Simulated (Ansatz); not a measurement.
Computed results, one entry a study.

**From HSE06 to G0W0: Si2MoN4 (MoSi2N4-type monolayer)**

The cell holds 7 atoms: 1 Mo, 4 N and 2 Si. Cell: a = 2.890 Å, b = 2.890 Å, c = 37.100 Å, α = 90.0°, β = 90.0°, γ = 120.0°. Vacuum lies along c.

```xyz
7
Lattice="2.8899 0.0000 0.0000 -1.4449 2.5027 0.0000 0.0000 0.0000 37.1000" Properties=species:S:1:pos:R:3
Mo    0.0000    0.0000   18.5500
N     0.0000    1.6685   19.7854
N     0.0000    1.6685   17.3146
Si    0.0000    1.6685   21.5255
Si    0.0000    1.6685   15.5745
N     1.4449    0.8342   22.0341
N     1.4449    0.8342   15.0659
```

* method: G0W0 on HSE06, plane waves, PAW (and 1 further level or step)
* program: Ansatz 0.2.0
* settings of one run: cutoff 420 eV, 9×9×1 k-mesh, default PAW, empty bands 326, screening cutoff 66 eV, screening contour deformation, QP bands (v2, c2)
* cost: 2 runs, 2.5 min in all on 1 × NVIDIA H100 80GB HBM3 (shared by 6 runs) with 3 threads of AMD EPYC 7R13 (Zen 3), shared host (the runs of this entry)
* notes: In doubt: masses and optical values from hybrid runs of this build are listed as unsure (in some of the runs), which bears on the screening that GW takes from such a start. Values taken over the cell’s volume include its vacuum. The structure was relaxed with PBEsol. Limits: coarse mesh for a sheet; no spin-orbit coupling.
* HSE06 gap over mesh and listed points: 2.286 eV, from k = Γ to k = (0.333, 0.333, 0.000)
* G0W0@HSE06 gap over 8 of 12 irreducible mesh points: 2.834 eV, from k = Γ to k = (0.333, 0.333, 0.000)
* GW settings: 9×9×1 mesh, 326 empty bands, screening to 66 eV
* known limits: finite bands, screening cutoff and k mesh; no spin-orbit coupling in G0W0

Over 8 of 12 irreducible mesh points the G0W0 gap is 2.834 eV, from k = Γ to k = (0.333, 0.333, 0.000). The HSE06 gap of this run on the mesh is 2.286 eV. The two states that bound the G0W0 gap lie that far apart at the start, so the correction of the gap is 2.834 − 2.286 = +0.548 eV. The valence state moves by −5.516 − (−5.901) = +0.385 eV and the conduction state by −2.682 − (−3.614) = +0.932 eV, on the run's own scale; how far single levels stand from their limit in bands is not shown.

[Paths, hosts, dates, memory and timing lines, banners, echoed tables and standing remarks are left out of the program output.]

[Logs are printed without paths, hosts, clocks, repeated set-up lines and the standing remarks that a program may print on its own settings, such as how far it seeks lower states.]

[Runs of the session that timed out or met a known fault of the program may be left out.]

[Cells called generated may have been cut or substituted from an entry of the Crystallography Open Database or the Materials Project.]

[Hosts, paths, dates, database ids (printed as entryN), source tags and the programs' standing remarks are cut or masked in the printed files.]
